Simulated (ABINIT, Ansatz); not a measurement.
# PbF2 (Fluorocronite): zone-centre phonons, part 2 of 2

Aim: the zone-centre modes of PbF2 (Fluorocronite).

ABINIT 10.8.3; DFT LDA, scalar-relativistic, plane waves, PseudoDojo norm-conserving pseudopotentials.

So far. Step 3 (Self-consistent run for the response): The cell stands at -2.5 GPa: the relaxation ran with a smoothed and higher cutoff and on another k mesh. Step 5 (Zone-centre response): The acoustic modes at Γ come out as far as 0.3 cm⁻¹ from zero, where they should vanish, a small numerical error; the Born charges miss their sum rule by 0.0019 e, which is good. The relaxed cell has a = 5.812 Å (conventional setting).

The database entry behind the starting cell differs from later determinations by our own check (0.1 to 0.3 % short, probably kX units), so it need not match the best structure at ambient conditions.

## Step 6: Modes with the sum rule

anaddb reads the merged derivatives, imposes the acoustic sum rule and charge neutrality, and adds the LO-TO term along chosen directions.

Input file anaddb.abi:

```
ddb_filepath "gamma_DDB"
output_file "anaddb.abo"
outdata_prefix "anaddb"
asr 1
chneut 1
enunit 2
eivec 1
nph1l 1
qph1l 0.0 0.0 0.0 1.0
dieflag 1
nph2l 3
qph2l 
    1.0 0.0 0.0 0.0
    0.0 0.0 1.0 0.0
    1.0 1.0 1.0 0.0
```

Input file mrgddb.in:

```
gamma_DDB
merged
2
dfpt_gammao_DS2_DDB
gso_DDB
```

Launch:

```console
mrgddb < mrgddb.in > mrgddb.log
OMP_NUM_THREADS=1 anaddb anaddb.abi > anaddb.log
```

anaddb.abo, the main output file:

```text
[banners, grids, parts of the stress and lines that vanish by symmetry left out]
-outvars_anaddb: echo values of input variables ----------------------

 Flags :
[...]
Dielectric Tensor and Effective Charges
[...]
Effective charge tensors after
[...]
Phonon wavevector (reduced coordinates) :  0.00000  0.00000  0.00000
 Phonon energies in Hartree :
[...]
Phonon energies in meV     :
-  0.000000E+00  0.000000E+00  0.000000E+00  1.625967E+01  1.625967E+01
-  1.625967E+01  3.223431E+01  3.223431E+01  3.223431E+01
 Phonon frequencies in cm-1    :
-  0.000000E+00  0.000000E+00  0.000000E+00  1.311431E+02  1.311431E+02
-  1.311431E+02  2.599872E+02  2.599872E+02  2.599872E+02
 Phonon frequencies in Thz     :
-  0.000000E+00  0.000000E+00  0.000000E+00  3.931572E+00  3.931572E+00
-  3.931572E+00  7.794220E+00  7.794220E+00  7.794220E+00
 Phonon energies in Kelvin  :
-  0.000000E+00  0.000000E+00  0.000000E+00  1.886857E+02  1.886857E+02
-  1.886857E+02  3.740636E+02  3.740636E+02  3.740636E+02
[...]
-  1  0.00000000E+00  0.00000000E+00  1.49576234E-03
-     0.00000000E+00  0.00000000E+00  0.00000000E+00
-  2  0.00000000E+00  0.00000000E+00  1.49576123E-03
-     0.00000000E+00  0.00000000E+00  0.00000000E+00
-  3  0.00000000E+00  0.00000000E+00  1.49576123E-03
-     0.00000000E+00  0.00000000E+00  0.00000000E+00
[...]
-  1  0.00000000E+00  1.49576234E-03  0.00000000E+00
-     0.00000000E+00  0.00000000E+00  0.00000000E+00
-  2  0.00000000E+00  1.49576123E-03  0.00000000E+00
-     0.00000000E+00  0.00000000E+00  0.00000000E+00
-  3  0.00000000E+00  1.49576123E-03  0.00000000E+00
-     0.00000000E+00  0.00000000E+00  0.00000000E+00
[...]
-  1  1.49576234E-03  0.00000000E+00  0.00000000E+00
-     0.00000000E+00  0.00000000E+00  0.00000000E+00
-  2  1.49576123E-03  0.00000000E+00  0.00000000E+00
-     0.00000000E+00  0.00000000E+00  0.00000000E+00
-  3  1.49576123E-03  0.00000000E+00  0.00000000E+00
-     0.00000000E+00  0.00000000E+00  0.00000000E+00
[...]
-  1  0.00000000E+00  0.00000000E+00 -6.40532165E-04
-     0.00000000E+00  0.00000000E+00  0.00000000E+00
[...]
-     0.00000000E+00  0.00000000E+00  0.00000000E+00
[...]
-     0.00000000E+00  0.00000000E+00  0.00000000E+00
[...]
-     0.00000000E+00  0.00000000E+00  0.00000000E+00
[...]
-     0.00000000E+00  0.00000000E+00  0.00000000E+00
[...]
-     1          0.000000    -0.000000     0.000001     0.000001
-     2          0.000000     0.000001     0.000000     0.000001
-     3          0.000001    -0.000000    -0.000000     0.000001
-     4          0.000010     0.000154    -2.676341     2.676341
-     5          0.000051     2.676341     0.000154     2.676341
-     6          2.676341    -0.000051     0.000010     2.676341
-     7          0.000000    -0.000000     0.000000     0.000000
-     8         -0.000000    -0.000000    -0.000000     0.000000
-     9         -0.000000     0.000000    -0.000000     0.000000
[...]
-   1     Real    0.0000E+00  0.0000E+00  0.0000E+00  0.0000E+00  0.0000E+00  0.0000E+00  0.0000E+00
[...]
-   2     Real    0.0000E+00  0.0000E+00  0.0000E+00  0.0000E+00  0.0000E+00  0.0000E+00  0.0000E+00
[...]
-   3     Real    0.0000E+00  0.0000E+00  0.0000E+00  0.0000E+00  0.0000E+00  0.0000E+00  0.0000E+00
[...]
-   4     Real    0.0000E+00  5.8585E-13  1.7771E-04  3.7068E-14 -6.4560E-10 -1.0204E-08  1.7771E-04
[...]
-   5     Real    6.4270E-14  1.7771E-04  5.8585E-13  3.3796E-09  1.9404E-13  1.0204E-08  1.7771E-04
[...]
-   6     Real    1.7771E-04  6.4272E-14  0.0000E+00 -3.3796E-09  6.4541E-10 -1.2274E-14  1.7771E-04
[...]
-   7     Real    0.0000E+00  0.0000E+00  0.0000E+00  0.0000E+00  0.0000E+00  0.0000E+00  0.0000E+00
[...]
-   8     Real    0.0000E+00  0.0000E+00  0.0000E+00  0.0000E+00  0.0000E+00  0.0000E+00  0.0000E+00
[...]
-   9     Real    0.0000E+00  0.0000E+00  0.0000E+00  0.0000E+00  0.0000E+00  0.0000E+00  0.0000E+00
[...]
Phonon at Gamma, with non-analyticity in the
[...]
Phonon energies in Hartree :
[...]
Phonon energies in meV     :
-  0.000000E+00  0.000000E+00  0.000000E+00  1.625967E+01  1.625967E+01
[...]
Phonon frequencies in cm-1    :
[...]
Phonon frequencies in Thz     :
[...]
Phonon energies in Kelvin  :
[...]
Phonon at Gamma, with non-analyticity in the
[...]
Phonon energies in Hartree :
[...]
Phonon energies in meV     :
-  0.000000E+00  0.000000E+00  0.000000E+00  1.625967E+01  1.625967E+01
[...]
Phonon frequencies in cm-1    :
-  0.000000E+00  0.000000E+00  0.000000E+00  1.311431E+02  1.311431E+02
[...]
Phonon frequencies in Thz     :
-  0.000000E+00  0.000000E+00  0.000000E+00  3.931572E+00  3.931572E+00
[...]
Phonon energies in Kelvin  :
-  0.000000E+00  0.000000E+00  0.000000E+00  1.886857E+02  1.886857E+02
[...]
-     0.00000000E+00  0.00000000E+00  0.00000000E+00
[...]
-     0.00000000E+00  0.00000000E+00  0.00000000E+00
[...]
Phonon at Gamma, with non-analyticity in the
[...]
Phonon energies in Hartree :
[...]
Phonon energies in meV     :
-  0.000000E+00  0.000000E+00  0.000000E+00  1.625967E+01  1.625967E+01
-  3.223431E+01  3.223431E+01  3.223431E+01  4.140384E+01
 Phonon frequencies in cm-1    :
-  0.000000E+00  0.000000E+00  0.000000E+00  1.311431E+02  1.311431E+02
-  2.599872E+02  2.599872E+02  2.599872E+02  3.339445E+02
 Phonon frequencies in Thz     :
-  0.000000E+00  0.000000E+00  0.000000E+00  3.931572E+00  3.931572E+00
-  7.794220E+00  7.794220E+00  7.794220E+00  1.001140E+01
 Phonon energies in Kelvin  :
-  0.000000E+00  0.000000E+00  0.000000E+00  1.886857E+02  1.886857E+02
-  3.740636E+02  3.740636E+02  3.740636E+02  4.804716E+02
[...]
-  1  1.00167275E-06  3.95364006E-06 -1.49575673E-03
-     0.00000000E+00  0.00000000E+00  0.00000000E+00
-  2  1.00135958E-06  3.95332470E-06 -1.49575593E-03
-     0.00000000E+00  0.00000000E+00  0.00000000E+00
[...]
-     0.00000000E+00  0.00000000E+00  0.00000000E+00
[...]
-     0.00000000E+00  0.00000000E+00  0.00000000E+00
[...]
-  2  3.79967456E-03  1.23920984E-07 -1.18679082E-07
-     0.00000000E+00  0.00000000E+00  0.00000000E+00
-  3 -3.79967456E-03 -1.23920984E-07  1.18679082E-07
-     0.00000000E+00  0.00000000E+00  0.00000000E+00
[...]
Direction                     Dielectric constant
[...]
0.00000   0.00000   1.00000     22.33032985
   1.00000   1.00000   1.00000     22.33032985
-
```

The job ended after 0.77 s (1 thread of Intel Xeon at 2.70GHz, shared host).

This step gave:

- miss of the charge sum rule: 0.00194 e
- mean static dielectric constant: 22.33
- highest mode moved by the LO-TO term: 333.9 cm⁻¹

No LO-TO term; unit eigenvectors of the mass-weighted matrix, from anaddb's displacements. The modes at Γ (shares of kinetic energy by element, %):

```csv
mode,frequency (cm⁻¹),symmetry,Pb %,F %
1,0.0,acoustic,85,15
2,0.0,acoustic,85,15
3,0.0,acoustic,85,15
4,131.1,T1u,15,85
5,131.1,T1u,15,85
6,131.1,T1u,15,85
7,260.0,T2g,0,100
8,260.0,T2g,0,100
9,260.0,T2g,0,100
```

Displacements in mode 4 (131.1 cm⁻¹), the largest set to 1:
```
Pb1  0.00  0.00 -0.18
F2   0.00  0.00  1.00
F3   0.00  0.00  1.00
```

Displacements in mode 7 (260.0 cm⁻¹), the largest set to 1:
```
Pb1  0.00  0.00  0.00
F2   0.00  0.00  1.00
F3   0.00  0.00 -1.00
```

Trace of the oscillator strength, degenerate modes summed. Infrared lines, with heights relative to the strongest:

```csv
position (cm⁻¹),lines merged,"IR intensity, relative"
131,3,100
260,3,0.0
```

Static dielectric tensor (ions relaxed, fixed cell):

```
22.33  0.00  0.00
 0.00 22.33  0.00
 0.00  0.00 22.33
```

The rule moves no optical mode by more than 0.1 cm⁻¹.

## Step 7: Cross-check with Ansatz

The same cell goes through another code at the same cutoff. The files are of one family, but Ansatz's library holds files of its own making for some heavy elements, so those for Pb may differ. Its k mesh is centred on Γ.

This step: DFT LDA, scalar-relativistic, plane waves, norm-conserving pseudopotentials of its library (PseudoDojo's, some remade) (Ansatz 0.2.0).

Input file input.yaml:

```yaml
crystal:
  lattice:
    - [0.0, 2.9058756302, 2.9058756302]
    - [2.9058756302, 0.0, 2.9058756302]
    - [2.9058756302, 2.9058756302, 0.0]
  atoms:
    - { symbol: Pb, position: [0.0, 0.0, 0.0] }
    - { symbol: F, position: [0.25, 0.25, 0.25] }
    - { symbol: F, position: [0.75, 0.75, 0.75] }
kpoints:
  mp_grid: { grid: [8, 8, 8] }
hamiltonian:
  xc: lda
  pseudopotentials: { kind: nc, accuracy: standard }
scf:
  occupations: { method: fixed }
output:
  eigenvalues: true
basis:
  ecutwfc: 925.187
phonons:
  method: dfpt
  dielectric: true
  rigid_motions: translations
```

Launch:

```console
ansatz run input.yaml --threads 4 --pin off --max-ram 8192MiB --backend cpu --events-out ev --progress --plain --runs-dir out
```

The log of the run:

```text
Warning: basis.ecutwfc = 925.187 eV is below the records' recommended 1142.878222 eV, and the density's cutoff is lower with it unless basis.ecutrho_ratio is high enough to keep the records' density cutoff: compare with a run at a higher cutoff
Engine: ansatz 0.2.0, x86_64-unknown-linux-gnu
Pseudopotentials: kind: nc
Pseudopotential: Pb, nc, valence charge 14, recommended cutoff 761.918815 eV (normal), Pb.nc.azcp (PseudoDojo's, or run here from an input of PseudoDojo's; its table is named by hamiltonian.pseudopotentials.accuracy)
Pseudopotential: F, nc, valence charge 7, recommended cutoff 1142.878222 eV (normal), F.nc.azcp (PseudoDojo's, or run here from an input of PseudoDojo's; its table is named by hamiltonian.pseudopotentials.accuracy)
Functional definition: SPW92
  exchange = slater_x
  correlation = pw_c
Crystal: 3 atoms, lattice volume = 49.075 Å³
Basis set: ecut = 925.187 eV, 3119 PW (Γ), exchange–correlation on 90×90×90 points (8 copies of the dense FFT grid, shifted against one another)
Bands: 18, of which v1, the nominal top of the filled ones, is band 14 counted from 1 (13 counted from 0)
Symmetry: 48 space group operations
k-points: 95 of 512 (irreducible under 4 space group operations, time reversal used)
Non-local potential: Pb, projectors of the file, l = 0: 2, l = 1: 2, l = 2: 2
Non-local potential: F, projectors of the file, l = 0: 2, l = 1: 2, l = 2: 1
Initial density: superposition of atomic densities (chi_scale 0.1, normalization cell, long waves kept (reshape's long-wave potential 0.01 eV rms))
Initial wavefunctions: pseudopotential atomic-orbital guess
Functional: x = slater, c = lda
SCF iter   1: F=—  HF=-3252.853318 eV  |F-HF|=—  |Δ(HF+E_count)|=         —  Δρ=8.55e-2  dr2=3.01e0  ethr=3.10e-3  ⟨swp⟩=5.0  Hψ=8175  notcnv=0  defer=154
preconditioner: auto → none  [insulator: Δε(μ)=3.622 eV  Ē_g=17.559 eV  n_scr=14 (ndim 8)  ℏωp=28.0 eV  f_vac=0.055  ε∞_Penn≈3.6]
SCF iter   2: F=—  HF=-3251.908916 eV  |F-HF|=—  |Δ(HF+E_count)|=   9.44e-1  Δρ=4.28e-2  dr2=6.92e-1  ethr=3.10e-3  ⟨swp⟩=3.0  Hψ=4271  notcnv=0  defer=146
SCF iter   3: F=—  HF=-3251.718580 eV  |F-HF|=—  |Δ(HF+E_count)|=   1.90e-1  Δρ=1.10e-2  dr2=3.45e-2  ethr=2.47e-3  ⟨swp⟩=2.0  Hψ=3261  notcnv=0  defer=159
SCF iter   4: F=—  HF=-3251.708732 eV  |F-HF|=—  |Δ(HF+E_count)|=   9.85e-3  Δρ=3.15e-3  dr2=2.73e-3  ethr=1.23e-4  ⟨swp⟩=2.1  Hψ=3284  notcnv=0  defer=173
SCF iter   5: F=—  HF=-3251.708423 eV  |F-HF|=—  |Δ(HF+E_count)|=   3.09e-4  Δρ=3.73e-4  dr2=3.10e-5  ethr=9.77e-6  ⟨swp⟩=2.4  Hψ=2165  notcnv=0  defer=173
SCF iter   6: F=—  HF=-3251.708422 eV  |F-HF|=—  |Δ(HF+E_count)|=   8.60e-7  Δρ=4.33e-5  dr2=4.03e-7  ethr=1.11e-7  ⟨swp⟩=2.0  Hψ=2547  notcnv=0  defer=136
SCF iter   7: F=—  HF=-3251.708505 eV  |F-HF|=—  |Δ(HF+E_count)|=   8.35e-5  Δρ=7.24e-6  dr2=9.84e-9  ethr=1.44e-9  ⟨swp⟩=2.4  Hψ=2990  notcnv=0  defer=117
SCF iter   8: F=—  HF=-3251.708505 eV  |F-HF|=—  |Δ(HF+E_count)|=   3.87e-9  Δρ=9.31e-7  dr2=1.34e-10  ethr=3.51e-11  ⟨swp⟩=2.7  Hψ=2949  notcnv=0  defer=117
SCF iter   9: F=-3251.708505 eV  HF=-3251.708505 eV  |F-HF|=1.82e-12  |Δ(HF+E_count)|=  2.64e-11  Δρ=8.76e-8  dr2=1.17e-12  ethr=1.00e-12  ⟨swp⟩=10.1  Hψ=12024  notcnv=0
SCF 1 converged in 9 iterations: F = -3251.708505 eV  dr2 = 1.17e-12
DFPT response loops at Γ: preconditioner auto → none (the input reference at scf.mixing.eps_inf says where Resta's filter doesn't serve); β = 0.50; Broyden in place of MSR1
SCF converged after 9 iterations
Free energy (F): -3251.708505 eV
Harris-Foulkes:  -3251.708505 eV  (|F-HF|=1.82e-12)
Internal energy: -3251.708505 eV  (E = F + TS)
E sigma→0 (E₀):  -3251.708505 eV
Fermi energy:    5.763944 eV
--- Per-component energies (eV) ---
  E_band       = -105.380414
  E_kinetic    = 1817.925183
  E_local      = -2277.084169  (includes V_loc(G=0)·N_el)
  E_nonlocal   = -535.948354
  E_hartree    = 766.523178
  E_xc         = -831.491996
  E_vxc        = -643.319453  (∫ρ·V_xc dr)
  E_ewald      = -2191.632346
  E_smearing   = -0.000000  (= −TS)
  E_closure    = -0.000000  (closes the sum)
  Σ components = -3251.708505   (vs F -3251.708505, Δ=0.00e0)
--- Band table (eV; the first three rows and the last of 95) ---
  k-point 0: bands = [... 10 lower, 2.9106, 3.4210, 3.4210, 3.4210, 12.4167, 12.4167, 12.4167, 16.1808]
  k-point 1: bands = [... 10 lower, 2.8691, 3.3962, 3.3962, 3.9243, 11.8350, 12.5649, 12.5649, 17.1622]
  k-point 2: bands = [... 10 lower, 2.7705, 3.3388, 3.3388, 4.7681, 11.0786, 12.9308, 12.9308, 18.5444]
  k-point 94: bands = [... 10 lower, 2.6404, 3.8194, 3.9716, 5.7639, 11.7760, 11.7760, 13.1352, 15.6587]
--- Phonons (Γ-DFPT): 2 representative perturbations + reference, on 95 of 512 k-points (Σ response iterations 6) ---
  k mesh reduced under 4 symmetry operations, with k and −k counted as one. Each operation leaves every solved perturbation unchanged. A smaller set is not considered because the run solves the response to a homogeneous field
  ASR residual: 1.494e-4 → 0.000e0 eV/Å²; symmetrization residual: 1.895e-6 eV/Å²
  ASR residual per site (eV/Å²): 5.77e-5 1.49e-4 1.49e-4
  Γ frequencies (cm⁻¹): 0.00 0.00 0.00 131.14 131.14 131.14 260.01 260.01 260.01
  ε∞ (high-frequency dielectric tensor):
        3.443323    -0.000000     0.000000
        0.000000     3.443323     0.000000
        0.000000    -0.000000     3.443323
  ε⁰ (static dielectric tensor: ions relaxed, cell fixed):
       22.337753    -0.000000    -0.000000
       -0.000000    22.337753     0.000000
       -0.000000     0.000000    22.337753
  ε⁰ − ε∞ (ionic part):
       18.894430    -0.000000    -0.000000
       -0.000000    18.894430     0.000000
       -0.000000     0.000000    18.894430
  softest optical mode at Γ: 131.14 cm⁻¹; the repairs (sum rule, projections) moved no ω² at Γ by more than (1.54 cm⁻¹)²
  Born effective charges Z* (e; rows j = field, columns β = displacement):
    site 0:
         3.22581   -0.00000   -0.00000
         0.00000    3.22581    0.00000
         0.00000    0.00000    3.22581
    site 1:
        -1.61290    0.00000    0.00000
        -0.00000   -1.61290   -0.00000
        -0.00000   -0.00000   -1.61290
    site 2:
        -1.61290   -0.00000   -0.00000
        -0.00000   -1.61290   -0.00000
        -0.00000   -0.00000   -1.61290
  Z* charge neutrality: 2.677e-5 e pre-enforcement
  k-mesh period / interband length: 32.9 Å / 1.28 Å = 25.75 at k = (0.0000, -0.5000, -0.5000), direct gap 4.420 eV — 14 or more, which is no proof of convergence
  optical modes at Γ without the LO–TO term, one row a degenerate level:
      ω (cm⁻¹)  modes    IR ((D/Å)²/amu)
        131.14      3            22.4305
        260.01      3             0.0000
  optical modes at Γ + LO–TO along q̂ = [1.0000, 0.0000, 0.0000]:
      ω (cm⁻¹)  modes    IR ((D/Å)²/amu)
        131.14      2            14.9537
        260.01      3             0.0000
        334.02      1             7.4768
  optical modes at Γ + LO–TO along q̂ = [0.0000, 1.0000, 0.0000]:
      ω (cm⁻¹)  modes    IR ((D/Å)²/amu)
        131.14      2            14.9537
        260.01      3             0.0000
        334.02      1             7.4768
  optical modes at Γ + LO–TO along q̂ = [0.0000, 0.0000, 1.0000]:
      ω (cm⁻¹)  modes    IR ((D/Å)²/amu)
        131.14      2            14.9537
        260.01      3             0.0000
        334.02      1             7.4768
```

It took 37 s on 4 threads; peak memory 1.2 GiB; 2.3 min of CPU time.

Read from the output:

| Property | Result |
| --- | --- |
| gap on the k-mesh | 4.254 eV |
| sum-rule residual before enforcement | 1.49e-4 eV/Å² |
| miss of the charge sum rule | 2.68e-5 e |
| mean high-frequency dielectric constant | 3.443 |
| mean static dielectric constant | 22.34 |
| highest mode moved by the LO-TO term | 334.0 cm⁻¹ |

Transverse modes. Lines of the infrared spectrum (strongest = 100):

```csv
position (cm⁻¹),label,"IR intensity ((D/Å)²/amu), degenerate modes summed, relative"
131,T1u,100
260,T2g,0.0
```

## Step 8: Side by side: ABINIT PseudoDojo and Ansatz, library NC

Worked out from the results:

```
root-mean-square difference : 0.01 cm⁻¹
largest difference          : 0.02 cm⁻¹
```

Frequencies side by side, by row:

```csv
q (reciprocal lattice),mode,ABINIT PseudoDojo (cm⁻¹),"Ansatz, library NC (cm⁻¹)"
0 0 0,1,0,0
0 0 0,2,0,0
0 0 0,3,0,0
0 0 0,4,131.1,131.1
0 0 0,5,131.1,131.1
0 0 0,6,131.1,131.1
0 0 0,7,260,260
0 0 0,8,260,260
0 0 0,9,260,260
```

The two runs side by side. Further quantities:

```csv
quantity,ABINIT PseudoDojo,"Ansatz, library NC"
mean ε∞,3.444,3.443
"largest Born charge in size (e; the first before, the second after the charge sum rule)",3.226,3.226
summed IR intensity ((D/Å)²/amu),22.42,22.43
```

At the zone centre the largest difference (acoustic modes at Γ apart) is 0.008 % of the highest mode.

## Step 9: Results

| Item | Value |
| --- | --- |
| space group after relaxation | Fm-3m |
| volume per atom | 16.4 Å³ |
| highest optical zone-centre mode (no LO-TO term) | 260.0 cm⁻¹ |
| lowest optical zone-centre mode | 131.1 cm⁻¹ |
| highest mode moved by the LO-TO term | 333.9 cm⁻¹ |
| mean high-frequency dielectric constant | 3.44 |
| largest Born charge in size (third of the trace) | 3.23 e |
| mean static dielectric constant | 22.3 |
| imaginary optical modes at the zone centre (no q mesh in this session) | none |
| largest difference from Ansatz, library NC | 0.02 cm⁻¹ |

What this shows: At the LDA level the optical modes of PbF2 (Fluorocronite) at the zone centre (no LO-TO term) run from 131 to 260 cm⁻¹. The base run prints -2.5 GPa, mostly the error of a finite basis; the relaxation, with a smoothed and higher cutoff, had brought the cell to rest. An error of this size shows a cutoff that is short for these files. Along the directions run, the highest mode that the macroscopic field moves lies at 334 cm⁻¹. Lattice motion raises the mean dielectric constant from 3.444 to 22.33. The Born charge of Pb is 3.226 e against a formal charge of +2: displacements drive charge along the bonds, a mark of mixed ionic and covalent bonding and of large LO-TO splittings. ABINIT PseudoDojo and Ansatz, library NC agree to 0.02 cm⁻¹ (0.008 % of the highest mode compared) on all solved modes but the acoustic ones at Γ, without the LO-TO term. These are harmonic frequencies at zero temperature: anharmonic shifts and linewidths and thermal expansion are left out. Spin-orbit coupling is left out, which can matter for the heavy elements here. Ansatz warns that the cutoff lies 19 % under the one recommended for these files; agreement at one cutoff is not convergence.

[Host names and launcher messages were left out of these logs when they were recorded.]

[Logs are printed without paths, hosts, clocks, repeated set-up lines and the standing remarks that a program may print on its own settings, such as how far it seeks lower states.]

[Hosts, paths, dates, database ids (printed as entryN), source tags and the programs' standing remarks are cut or masked in the printed files.]
